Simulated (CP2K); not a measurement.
Consider thiocyanate at its PBE geometry (Å).

```xyz
3

S     1.4900    0.1813    0.0000
C    -0.1538   -0.0188    0.0000
N    -1.3363   -0.1624    0.0000
```

Method: CP2K XAS_TDP, all-electron GAPW, PBEh(45%), aug-cc-pVTZ, TDA, no relativity.

**Question.** Where do the C K-edge lines lie, and how strong are they?

Leading lines: C2 282.70 eV. The leading line of an atom is its first one with 35 % of the strongest within 2.5 eV of its lowest line over the strength cut. 

The first six lines of each atom with a strength over 0.0015:

```csv
atom,energy (eV),states,"strength, one atom"
C2 (bonded to N and S),282.70,2,0.1229
,284.68,1,0.0026
,285.43,1,0.0072
,285.99,2,0.0030
,286.16,1,0.0060
,287.99,2,0.0031
```

Lines are vertical, at one geometry, with no vibrational structure. Without a correction of the core level, line positions, and the gaps between valence and Rydberg lines, follow the share of exact exchange. At this level such K lines come out 3 to 6 eV under measured ones. These values hold no scalar relativity, about 0.1 eV for C 1s. Rydberg lines, and the discretised continuum above threshold, depend on the basis and the box. The ion (charge -1) is isolated, with no counter-ion or solvent. In an isolated anion many lines lie above the ionisation threshold and are held only by the finite basis.

[Banner, clock and machine lines of the logs are left out without a mark of their own.]

[Logs are printed without paths, hosts, clocks, repeated set-up lines and the standing remarks that a program may print on its own settings, such as how far it seeks lower states.]

[Hosts, paths, dates, database ids (printed as entryN), source tags and the programs' standing remarks are cut or masked in the printed files.]
